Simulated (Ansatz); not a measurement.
# Br on Fe(100): change of the work function, part 3 of 5

How does Br on the hollow site change the work function of Fe(100) as the layer fills?

Ansatz 0.2.0; plane-wave DFT, PBE, Ansatz PAW (the session's first sound run).

So far, work function, upper face (eV): step 2 (the clean slab) 3.86.

## Step 3: The covered slab, k-mesh 5×5×1, coverage 0.25 ML (continued)

Electrostatic potential energy in the ca plane at fractional y = 0.250, with atoms of Fe and Br within 0.2 Å of it. With pseudopotentials it is smooth inside the atoms' cores, unlike the true potential.

Ten even steps from '0' (-52 eV) to '9' (7 eV), each cell a mean:
```
99999999999999999999999999999999999999999999
99999975578999755799999999999999999999999999
99999841037997300379999999999999999999999999
99999720016997200279999999999999999999999999
99999841037998410379999999999999999999999999
99999975578999755799999999999999999999999999
99999999899999988999999999999999999999999999
99999999999999999999999999999999999999999999
99999987789999877899999877899999999999999999
99999863258998523689998311489999999999999999
99999830016996100379996000079999999999999999
99999830016996100379996000079999999999999999
99999863258998523689998311489999999999999999
99999988789999878899999877899999999999999999
99999999999999999999999999999999999999999999
```
Columns run along c (16.0 Å, from fractional 0.30 to 0.93 of the cell; values clipped at the 3rd and 97th percentile), rows up along a (5.7 Å). Atoms in or near the plane, at fractional coordinates: Fe at (0.41, 0.25), Fe at (0.52, 0.25), Fe at (0.41, 0.75), Fe at (0.52, 0.75), Br at (0.65, 0.25).

The relaxation took 5 steps and lowered the energy by 0.076 eV; the largest force on the free atoms ends at 0.0037 eV/Å.

By hand: a sheet of dipoles makes a step −p/(ε₀A) in the electron's potential. With e/ε₀ = 180.95 V·Å, p = -0.07712 e·Å and A = 32.95 Å², that is −180.95 × (-0.07712) / 32.95 = +0.424 eV, and the two vacuum levels of the run differ by +0.424 eV.

The covered face has 4.29 eV, +0.44 eV against the clean one; the bare back face has moved by +0.04 eV, a measure of how thin the slab is.

## Step 4: The covered slab, k-mesh 5×5×1, coverage 0.5 ML

System of this step: Br/Fe(100). The cell holds 22 atoms: 20 Fe and 2 Br. Its edges and angles: a = 5.740 Å, b = 5.740 Å, c = 25.333 Å, α = 90.0°, β = 90.0°, γ = 90.0°. Vacuum lies along c.

Another coverage, to see how the dipoles act on each other as their distance changes.

input.yaml

```yaml
crystal:
  lattice:
    - [5.74, 0.0, 0.0]
    - [0.0, 5.74, 0.0]
    - [0.0, 0.0, 25.3334265449]
  atoms:
    - { symbol: Fe, position: [0.0, 0.0, 0.3552618507], spin: 2.97 }
    - { symbol: Fe, position: [0.25, 0.25, 0.4119063792], spin: 2.38 }
    - { symbol: Fe, position: [0.0, 0.0, 0.4678738623], spin: 2.5 }
    - { symbol: Fe, position: [0.25, 0.25, 0.5246654936], spin: 2.31 }
    - { symbol: Fe, position: [0.0, 0.0, 0.577716009], spin: 2.92 }
    - { symbol: Fe, position: [0.0, 0.5, 0.3552618507], spin: 2.97 }
    - { symbol: Fe, position: [0.25, 0.75, 0.4119063792], spin: 2.38 }
    - { symbol: Fe, position: [0.0, 0.5, 0.4678738623], spin: 2.5 }
    - { symbol: Fe, position: [0.25, 0.75, 0.5246654936], spin: 2.31 }
    - { symbol: Fe, position: [0.0, 0.5, 0.577716009], spin: 2.92 }
    - { symbol: Fe, position: [0.5, 0.0, 0.3552618507], spin: 2.97 }
    - { symbol: Fe, position: [0.75, 0.25, 0.4119063792], spin: 2.38 }
    - { symbol: Fe, position: [0.5, 0.0, 0.4678738623], spin: 2.5 }
    - { symbol: Fe, position: [0.75, 0.25, 0.5246654936], spin: 2.31 }
    - { symbol: Fe, position: [0.5, 0.0, 0.577716009], spin: 2.92 }
    - { symbol: Fe, position: [0.5, 0.5, 0.3552618507], spin: 2.97 }
    - { symbol: Fe, position: [0.75, 0.75, 0.4119063792], spin: 2.38 }
    - { symbol: Fe, position: [0.5, 0.5, 0.4678738623], spin: 2.5 }
    - { symbol: Fe, position: [0.75, 0.75, 0.5246654936], spin: 2.31 }
    - { symbol: Fe, position: [0.5, 0.5, 0.577716009], spin: 2.92 }
    - { symbol: Br, position: [0.25, 0.25, 0.6447381493] }
    - { symbol: Br, position: [0.75, 0.75, 0.6447381493] }
magnetization:
  spin_polarized: true
kpoints:
  mp_grid: { grid: [5, 5, 1] }
hamiltonian:
  xc: pbe
scf:
  occupations: { method: fermi_dirac, width: 0.1 }
  convergence: { dr2_threshold: 1.0e-08 }
efield:
  axis: 3
  dipole_correction: true
  ramp_position: 0.97
  ramp_width: 0.06
relax:
  f_tol: 0.02
  max_steps: 60
  constraints: [{ sites: [0, 1, 5, 6, 10, 11, 15, 16] }]
output:
  bader: true
  dos: { projected: true, e_range: [-8, 4] }
  write_potential: true
  write_density: true
  volumetric_format: npy
```

Started as:

```
> ansatz run input.yaml --threads 4 --pin off --max-ram 12288MiB --backend cpu --events-out ev --progress --plain --runs-dir out
```

Numbers of over 12 decimals in the logs are rounded to 6 here.

The log of the run:

```text
[...]
Crystal: 22 atoms, lattice volume = 834.676 Å³
Basis set: ecut = 420 eV, 16377 PW (Γ), exchange–correlation on 80×80×360 points (8 copies of the dense FFT grid, shifted against one another)
Bands: 232, of which v1, the nominal top of the filled ones, is band 167 counted from 1 (166 counted from 0)
Symmetry: 16 space group operations
k-points: 6 of 25
[...]
Starting moments: Σ|m| = 52.32 μB on 20 of 22 sites
[...]
SCF iter   1: F=—  HF=-95167.490678 eV  |F-HF|=—  |Δ(HF+E_count)|=         —  Δρ=3.77e-2 (↑1.40e-2 ↓3.77e-2)  dr2=7.28e1  dr2_m=2.68e0  M=50.999 μB ∫|m|=51.597 μB  β_m=1.00  ethr=3.10e-3  p=-0.000 e·Å  D=-5.60e-7 V/Å  ΔV_dip=0.00 eV  dr2_dipole=1.27e0  V_vac-E_F(+/−)=7.21/7.21 eV  ⟨swp⟩=10.6  Hψ=15467  notcnv=0  defer=147
[...]
SCF iter  18: F=-95169.993449 eV  HF=-95169.993449 eV  |F-HF|=1.72e-9  |Δ(HF+E_count)|=   4.61e-9  Δρ=2.42e-7 (↑1.85e-7 ↓2.42e-7)  dr2=1.91e-9  dr2_m=5.92e-11  M=52.066 μB ∫|m|=54.426 μB  ethr=1.00e-12  p=-0.093 e·Å  D=-2.03e-2 V/Å  ΔV_dip=0.51 eV  dr2_dipole=4.35e-10  V_vac-E_F(+/−)=4.41/3.90 eV  ⟨swp⟩=15.6  Hψ=19954  notcnv=0
SCF 1 converged in 18 iterations: F = -95169.993449 eV  dr2 = 1.91e-9
[...]
relax step   1: F+E_penalty+E_count = -95169.99344856 eV  Δ(F+E_penalty+E_count) = +0.000e0 eV  max|allowed force component| = 7.447e-1 eV/Å  Δτ_max = 0.0000 Å  (18 SCF iters, accepted)
[...]
SCF iter  13: F=-95170.100459 eV  HF=-95170.100459 eV  |F-HF|=2.47e-9  |Δ(HF+E_count)|=   4.98e-9  Δρ=3.02e-7 (↑2.83e-7 ↓3.02e-7)  dr2=2.62e-9  dr2_m=3.44e-10  M=52.403 μB ∫|m|=54.775 μB  ethr=1.00e-12  p=-0.124 e·Å  D=-2.70e-2 V/Å  ΔV_dip=0.68 eV  dr2_dipole=3.92e-10  V_vac-E_F(+/−)=4.58/3.90 eV  ⟨swp⟩=12.7  Hψ=17725  notcnv=0
SCF 2 converged in 13 iterations: F = -95170.100459 eV  dr2 = 2.62e-9
[...]
relax step   2: F+E_penalty+E_count = -95170.10045931 eV  Δ(F+E_penalty+E_count) = -1.070e-1 eV  max|allowed force component| = 4.657e-1 eV/Å  Δτ_max = 0.1044 Å  (13 SCF iters, accepted)
SCF iter   1: F=—  HF=-95170.138880 eV  |F-HF|=—  |Δ(HF+E_count)|=         —  Δρ=2.70e-3 (↑2.13e-3 ↓2.70e-3)  dr2=5.87e-2  dr2_m=3.43e-2  M=52.680 μB ∫|m|=55.081 μB  β_m=1.00  ethr=4.26e-4  p=-0.124 e·Å  D=-2.70e-2 V/Å  ΔV_dip=0.68 eV  dr2_dipole=4.00e-3  V_vac-E_F(+/−)=4.58/3.90 eV  ⟨swp⟩=4.3  Hψ=6119  notcnv=0  defer=295
[...]
SCF iter  13: F=-95170.146085 eV  HF=-95170.146085 eV  |F-HF|=5.68e-10  |Δ(HF+E_count)|=   1.62e-9  Δρ=1.75e-7 (↑9.56e-8 ↓1.75e-7)  dr2=3.92e-10  dr2_m=5.83e-11  M=52.744 μB ∫|m|=55.156 μB  ethr=1.00e-12  p=-0.137 e·Å  D=-2.97e-2 V/Å  ΔV_dip=0.75 eV  dr2_dipole=7.34e-12  V_vac-E_F(+/−)=4.65/3.90 eV  ⟨swp⟩=11.6  Hψ=17338  notcnv=0
SCF 3 converged in 13 iterations: F = -95170.146085 eV  dr2 = 3.92e-10
relax step   3: F+E_penalty+E_count = -95170.14608464 eV  Δ(F+E_penalty+E_count) = -4.563e-2 eV  max|allowed force component| = 3.217e-2 eV/Å  Δτ_max = 0.0873 Å  (13 SCF iters, accepted)
SCF iter   1: F=—  HF=-95170.146885 eV  |F-HF|=—  |Δ(HF+E_count)|=         —  Δρ=1.04e-4 (↑1.03e-4 ↓1.04e-4)  dr2=1.08e-3  dr2_m=4.53e-5  M=52.732 μB ∫|m|=55.144 μB  β_m=1.00  ethr=1.07e-6  p=-0.137 e·Å  D=-2.97e-2 V/Å  ΔV_dip=0.75 eV  dr2_dipole=4.49e-4  V_vac-E_F(+/−)=4.65/3.90 eV  ⟨swp⟩=3.0  Hψ=5393  notcnv=0  defer=33
[...]
SCF iter  10: F=-95170.146349 eV  HF=-95170.146349 eV  |F-HF|=2.07e-9  |Δ(HF+E_count)|=   1.98e-9  Δρ=2.63e-7 (↑2.31e-7 ↓2.63e-7)  dr2=2.37e-9  dr2_m=1.56e-10  M=52.728 μB ∫|m|=55.140 μB  ethr=2.21e-12  p=-0.133 e·Å  D=-2.89e-2 V/Å  ΔV_dip=0.73 eV  dr2_dipole=5.28e-11  V_vac-E_F(+/−)=4.63/3.90 eV  ⟨swp⟩=9.8  Hψ=17392  notcnv=0
SCF 4 converged in 10 iterations: F = -95170.146349 eV  dr2 = 2.37e-9
relax step   4: F+E_penalty+E_count = -95170.14634864 eV  Δ(F+E_penalty+E_count) = -2.640e-4 eV  max|allowed force component| = 4.315e-3 eV/Å  Δτ_max = 0.0092 Å  (10 SCF iters, accepted)
[...]
SCF converged after 10 iterations
Magnetization: 52.7276 μB (193.3638 up, 140.6362 down)
Absolute magnetization: 55.1403 μB (∫|ρ↑−ρ↓|, with the PAW one-centre terms)
[...]
Per-site moments (μB) at R_I (Å): [(2.970900, 1.025266), (2.446257, 1.025266), (2.406815, 1.012925), (2.337014, 1.012925), (2.895591, 1.021560), (2.970900, 1.025266), (2.405652, 1.025266), (2.406815, 1.012925), (2.494420, 1.021560), (2.895591, 1.021560), (2.970900, 1.025266), (2.405652, 1.025266), (2.406815, 1.012925), (2.494420, 1.021560), (2.895591, 1.021560), (2.970900, 1.025266), (2.446257, 1.025266), (2.406815, 1.012925), (2.337014, 1.012925), (2.895591, 1.021560), (0.071881, 1.119055), (0.071881, 1.119055)]
Free energy (F): -95170.146349 eV
[...]
Internal energy: -95169.396456 eV  (E = F + TS)
E sigma→0 (E₀):  -95169.771402 eV
Entropy (-TS):   -0.749892 eV (-34.086 meV/atom)
Fermi energy:    2.748126 eV
Dipole field:    D = -0.028897 V/Å  (p = -0.133292 e·Å, saw-weighted, corrected)
Work function:   Φ+ = 4.6311 eV   Φ− = 3.8990 eV
[...]
--- Forces (eV/Å), atoms counted from 1 ---
  atom   1  Fe    -0.00000000    -0.00000000     0.43078978
  atom   2  Fe    -0.00000000     0.00000000    -0.41311559
  atom   3  Fe    -0.00000000     0.00000000     0.00027709
  atom   4  Fe     0.00000000     0.00000000     0.00041400
  atom   5  Fe     0.00000000    -0.00000000    -0.00247607
  atom   6  Fe    -0.00000000     0.00000000     0.43078978
  atom   7  Fe     0.00000000     0.00000000    -0.44961688
  atom   8  Fe    -0.00000000    -0.00000000     0.00027709
  atom   9  Fe    -0.00000000     0.00000000     0.00083629
  atom  10  Fe     0.00000000     0.00000000    -0.00247607
  atom  11  Fe    -0.00000000     0.00000000     0.43078978
  atom  12  Fe     0.00000000     0.00000000    -0.44961688
  atom  13  Fe    -0.00000000    -0.00000000     0.00027709
  atom  14  Fe    -0.00000000    -0.00000000     0.00083629
  atom  15  Fe     0.00000000     0.00000000    -0.00247607
  atom  16  Fe    -0.00000000    -0.00000000     0.43078978
  atom  17  Fe    -0.00000000    -0.00000000    -0.41311559
  atom  18  Fe    -0.00000000     0.00000000     0.00027709
  atom  19  Fe     0.00000000     0.00000000     0.00041400
  atom  20  Fe     0.00000000    -0.00000000    -0.00247607
  atom  21  Br    -0.00000000    -0.00000000     0.00431539
  atom  22  Br    -0.00000000    -0.00000000     0.00431539
  max |Σ_I F_I| component: 2.96e-5 eV/Å
--- Band table (eV; the first three rows and the last of 12) ---
  k-point 0 ↑: bands = [... 163 lower, 1.3901, 1.4064, 1.4888, 1.4888, 1.4929, 1.5523, 1.6119, 1.6826, ... 61 higher]
  k-point 1 ↑: bands = [... 163 lower, 1.4314, 1.4332, 1.4714, 1.4786, 1.5119, 1.5669, 1.6124, 1.6161, ... 61 higher]
  k-point 2 ↑: bands = [... 163 lower, 1.3992, 1.4110, 1.4241, 1.4901, 1.5014, 1.5157, 1.5562, 1.5713, ... 61 higher]
  k-point 5 ↓: bands = [... 163 lower, 4.1423, 4.1423, 4.1797, 4.2177, 4.2763, 4.2912, 4.3109, 4.3177, ... 61 higher]
--- Relaxed structure (4 steps of the walk, 4 accepted, 0 SCFs on fresh bases) ---
  F+E_penalty+E_count = -95170.14634864 eV   max|allowed force component| = 4.315e-3 eV/Å
  atoms:
    - { symbol: Fe, position: [0.0, 0.0, 0.3552618507] }
    - { symbol: Fe, position: [0.25, 0.25, 0.411906] }
    - { symbol: Fe, position: [0, 0, 0.468618] }
    - { symbol: Fe, position: [0.25, 0.25, 0.523192] }
    - { symbol: Fe, position: [0, 0, 0.580878] }
    - { symbol: Fe, position: [0.0, 0.5, 0.3552618507] }
    - { symbol: Fe, position: [0.25, 0.750000, 0.411906] }
    - { symbol: Fe, position: [0, 0.5, 0.468618] }
    - { symbol: Fe, position: [0.25, 0.750000, 0.524850] }
    - { symbol: Fe, position: [0, 0.5, 0.580878] }
    - { symbol: Fe, position: [0.5, 0.0, 0.3552618507] }
    - { symbol: Fe, position: [0.750000, 0.25, 0.411906] }
    - { symbol: Fe, position: [0.5, 0, 0.468618] }
    - { symbol: Fe, position: [0.750000, 0.25, 0.524850] }
    - { symbol: Fe, position: [0.5, 0, 0.580878] }
    - { symbol: Fe, position: [0.5, 0.5, 0.3552618507] }
    - { symbol: Fe, position: [0.750000, 0.750000, 0.411906] }
    - { symbol: Fe, position: [0.5, 0.5, 0.468618] }
    - { symbol: Fe, position: [0.750000, 0.750000, 0.523192] }
    - { symbol: Fe, position: [0.5, 0.5, 0.580878] }
    - { symbol: Br, position: [0.25, 0.25, 0.651943] }
    - { symbol: Br, position: [0.750000, 0.750000, 0.651943] }
--- Bader charges: 22 sites ---
  site symbol  charge [e]  shift [e]    m [muB]
     0     Fe      0.0527     0.0001     3.1148
     1     Fe     -0.0530     0.0001     2.3870
     2     Fe      0.0124     0.0001     2.3634
     3     Fe     -0.0177     0.0000     2.2888
     4     Fe      0.2941     0.0004     2.9134
     5     Fe      0.0527     0.0001     3.1148
     6     Fe     -0.0611     0.0001     2.3481
     7     Fe      0.0124     0.0001     2.3634
     8     Fe     -0.0527     0.0000     2.4309
     9     Fe      0.2941     0.0004     2.9134
    10     Fe      0.0527     0.0001     3.1148
    11     Fe     -0.0611     0.0001     2.3481
    12     Fe      0.0124     0.0001     2.3634
    13     Fe     -0.0528     0.0000     2.4309
    14     Fe      0.2941     0.0004     2.9134
    15     Fe      0.0527     0.0001     3.1148
    16     Fe     -0.0530     0.0001     2.3870
    17     Fe      0.0124     0.0001     2.3634
    18     Fe     -0.0177     0.0000     2.2888
    19     Fe      0.2941     0.0004     2.9134
    20     Br     -0.5337     0.0009     0.1255
    21     Br     -0.5337     0.0009     0.1255
  estimated error of the sums over rays = 3.7e-4 e
```

Run time: 4.8 min. Hardware: 4 threads of Intel Xeon 6975P-C (Granite Rapids), shared host; peak memory 5 GiB; 18 min of CPU time.

The steps of the relaxation:

```tsv
step	energy less that of the first step (eV)	largest force component (eV/Å)
1	0.0000	0.7447
2	-0.1070	0.4657
3	-0.1526	0.0322
4	-0.1529	0.0043
```

Forces are held to the 16 operations that the run works with; a distortion that breaks them can't arise in this run.

The atoms that moved most (Å):

```tsv
atom	dx	dy	dz	length
Br21	0.000	0.000	0.183	0.183
Br22	0.000	0.000	0.183	0.183
Fe5	0.000	0.000	0.080	0.080
Fe10	0.000	0.000	0.080	0.080
Fe15	0.000	0.000	0.080	0.080
Fe20	0.000	0.000	0.080	0.080
Fe19	0.000	0.000	-0.037	0.037
Fe4	0.000	0.000	-0.037	0.037
```

The relaxed structure:

```cif
data_structure
_symmetry_space_group_name_H-M 'P 1'
_symmetry_Int_Tables_number 1
_cell_length_a 5.7400
_cell_length_b 5.7400
_cell_length_c 25.3334
_cell_angle_alpha 90.000
_cell_angle_beta 90.000
_cell_angle_gamma 90.000
_cell_volume 834.68
loop_
_atom_site_label
_atom_site_type_symbol
_atom_site_fract_x
_atom_site_fract_y
_atom_site_fract_z
_atom_site_occupancy
Fe1 Fe 0.00000 0.00000 0.35526 1
Fe2 Fe 0.25000 0.25000 0.41191 1
Fe3 Fe 0.00000 0.00000 0.46862 1
Fe4 Fe 0.25000 0.25000 0.52319 1
Fe5 Fe 0.00000 0.00000 0.58088 1
Fe6 Fe 0.00000 0.50000 0.35526 1
Fe7 Fe 0.25000 0.75000 0.41191 1
Fe8 Fe 0.00000 0.50000 0.46862 1
Fe9 Fe 0.25000 0.75000 0.52485 1
Fe10 Fe 0.00000 0.50000 0.58088 1
Fe11 Fe 0.50000 0.00000 0.35526 1
Fe12 Fe 0.75000 0.25000 0.41191 1
Fe13 Fe 0.50000 0.00000 0.46862 1
Fe14 Fe 0.75000 0.25000 0.52485 1
Fe15 Fe 0.50000 0.00000 0.58088 1
Fe16 Fe 0.50000 0.50000 0.35526 1
Fe17 Fe 0.75000 0.75000 0.41191 1
Fe18 Fe 0.50000 0.50000 0.46862 1
Fe19 Fe 0.75000 0.75000 0.52319 1
Fe20 Fe 0.50000 0.50000 0.58088 1
Br21 Br 0.25000 0.25000 0.65194 1
Br22 Br 0.75000 0.75000 0.65194 1
```

Numbers from this step:

```yaml
energy_at_zero_smearing: -95169.7714 eV
total_moment: 52.73 μB
work_function_upper_face: 4.631 eV
work_function_lower_face: 3.899 eV
dipole_along_the_normal: -0.1333 e·Å
step_between_the_vacuum_levels: 0.7320 eV
```

The density of states has structure finer than the step of the table below, so its rows give means over 0.25 eV, whole bins alone (the curve runs from -8 to 1.98 eV). Peaks (eV: height): total -3.130: 69.0, -1.260: 85.0, -1.200: 94.3, -1.080: 101, -0.990: 93.5, -0.930: 102, 1.410: 63.4; up -3.220: 57.4, -3.130: 64.0, -1.260: 70.0, -1.200: 67.7, -1.080: 69.3, -0.990: 66.8, -0.930: 75.9; down 0.900: 37.0, 1.320: 38.7, 1.410: 59.8, 1.560: 46.5, 1.740: 45.9, 1.830: 56.7, 1.920: 52.8.

Table of density of states by energy, zero at the Fermi level; means over each step; values in states/eV a cell:

```tsv
energy (eV)	total	up	down
-7.75	0.652	0.586	0.0665
-7.50	1.32	0.647	0.678
-7.25	1.55	0.920	0.630
-7.00	2.06	1.03	1.03
-6.75	1.34	0.488	0.848
-6.50	1.88	1.42	0.453
-6.25	3.05	2.34	0.716
-6.00	4.40	1.99	2.41
-5.75	3.58	2.06	1.53
-5.50	7.35	4.94	2.41
-5.25	9.56	5.98	3.58
-5.00	9.20	5.61	3.59
-4.75	17.1	11.3	5.80
-4.50	16.8	12.2	4.59
-4.25	26.6	20.3	6.24
-4.00	18.2	14.6	3.53
-3.75	24.9	17.6	7.31
-3.50	26.9	22.8	4.09
-3.25	39.0	33.5	5.52
-3.00	30.9	25.3	5.63
-2.75	35.1	28.4	6.68
-2.50	39.6	28.4	11.3
-2.25	32.8	20.0	12.8
-2.00	31.6	21.1	10.4
-1.75	32.3	21.2	11.1
-1.50	36.9	19.8	17.1
-1.25	66.7	43.4	23.3
-1.00	65.4	41.8	23.7
-0.75	35.2	15.4	19.8
-0.50	28.7	14.5	14.2
-0.25	25.0	12.8	12.2
0.00	22.3	5.46	16.9
0.25	18.6	3.45	15.2
0.50	19.5	3.61	15.9
0.75	17.7	3.30	14.4
1.00	19.1	2.61	16.4
1.25	29.6	3.30	26.3
1.50	40.6	3.12	37.5
1.75	42.1	4.07	38.0
```

Projected DOS per atom over height of the atomic layer and energy from the Fermi level. Layers: Fe4 Fe4 Fe4 Fe4 Fe4 Br2 from below.

Ten even steps from '0' (0.01 states/eV) to '9' (3.36 states/eV), each cell a mean:
```
356650
543440
311130
511030
322340
355430
498950
587750
543351
633361
734350
535441
332334
322215
112116
000016
000013
000001
000000
000000
000000
000000
```
Columns: height of the atomic layer (Å) from 9 to 16.5 (not evenly spaced); rows upwards: energy from the Fermi level (eV) from -7.96 to 1.95.

Projected DOS per atom, spin up over height of the atomic layer and energy from the Fermi level. Layers: Fe4 Fe4 Fe4 Fe4 Fe4 Br2 from below.

Values in states/eV, 22 rows by 6 columns, each cell a mean:
```
0.09 0.15 0.12 0.12 0.13 0.07
0.09 0.13 0.11 0.12 0.11 0.06
0.10 0.13 0.12 0.13 0.09 0.05
0.11 0.19 0.16 0.14 0.10 0.06
0.16 0.38 0.59 0.50 0.19 0.09
0.31 0.98 1.01 0.97 0.44 0.20
0.71 2.06 1.82 2.37 0.92 0.24
0.98 1.85 1.40 1.54 1.20 0.26
1.61 0.78 0.85 0.51 1.35 0.20
1.75 0.59 0.71 0.72 1.63 0.27
2.15 0.80 0.93 0.84 1.61 0.21
1.54 1.09 1.48 1.35 1.35 0.30
1.20 0.99 0.56 0.86 1.06 0.42
0.96 0.86 0.86 0.63 0.54 0.65
0.27 0.47 0.61 0.51 0.47 0.95
0.15 0.21 0.23 0.23 0.32 1.28
0.07 0.11 0.09 0.11 0.25 0.75
0.05 0.09 0.07 0.09 0.11 0.22
0.05 0.09 0.07 0.09 0.08 0.11
0.01 0.04 0.05 0.05 0.02 0.02
0.01 0.05 0.06 0.05 0.02 0.02
0.01 0.03 0.03 0.03 0.01 0.01
```
Columns: height of the atomic layer (Å) from 9 to 16.5 (not evenly spaced); rows upwards: energy from the Fermi level (eV) from -7.96 to 1.95.

Projected DOS per atom, spin down over height of the atomic layer and energy from the Fermi level. Layers: Fe4 Fe4 Fe4 Fe4 Fe4 Br2 from below.

Ten even steps from '_' (0.00 states/eV) to '@' (2.01 states/eV), each cell a mean:
```
++@@@@@@%%__
%%##++****__
++::::..++__
%%..::__++__
++::..::**__
----------__
====++==++__
==++++++--__
..::::--::__
::------::__
....::..____
__......____
__......__==
__________**
__________**
__________==
__________..
____________
____________
____________
____________
____________
```
Columns: height of the atomic layer (Å) from 9 to 16.5 (not evenly spaced); rows upwards: energy from the Fermi level (eV) from -7.96 to 1.95.

Site moment by atom:

```tsv
atom	site moment (μB)
Fe1	2.97
Fe2	2.45
Fe3	2.41
Fe4	2.34
Fe5	2.90
Fe6	2.97
Fe7	2.41
Fe8	2.41
Fe9	2.49
Fe10	2.90
Fe11	2.97
Fe12	2.41
Fe13	2.41
Fe14	2.49
Fe15	2.90
Fe16	2.97
Fe17	2.45
Fe18	2.41
Fe19	2.34
Fe20	2.90
Br21	0.07
Br22	0.07
```

The relaxation took 4 steps and lowered the energy by 0.15 eV; the largest force on the free atoms ends at 0.0043 eV/Å.

The covered face has 4.63 eV, +0.77 eV against the clean one; the bare back face has moved by +0.07 eV, a measure of how thin the slab is.

(Continued in part 4 of 5.)

[Logs are printed without paths, hosts, clocks, repeated set-up lines and the standing remarks that a program may print on its own settings, such as how far it seeks lower states.]

[Hosts, paths, dates, database ids (printed as entryN), source tags and the programs' standing remarks are cut or masked in the printed files.]

[Maps of the electrostatic potential energy from Ansatz leave out the sawtooth potential of an applied field or a dipole correction, so their vacuum need not be flat; planar profiles and work functions include it.]
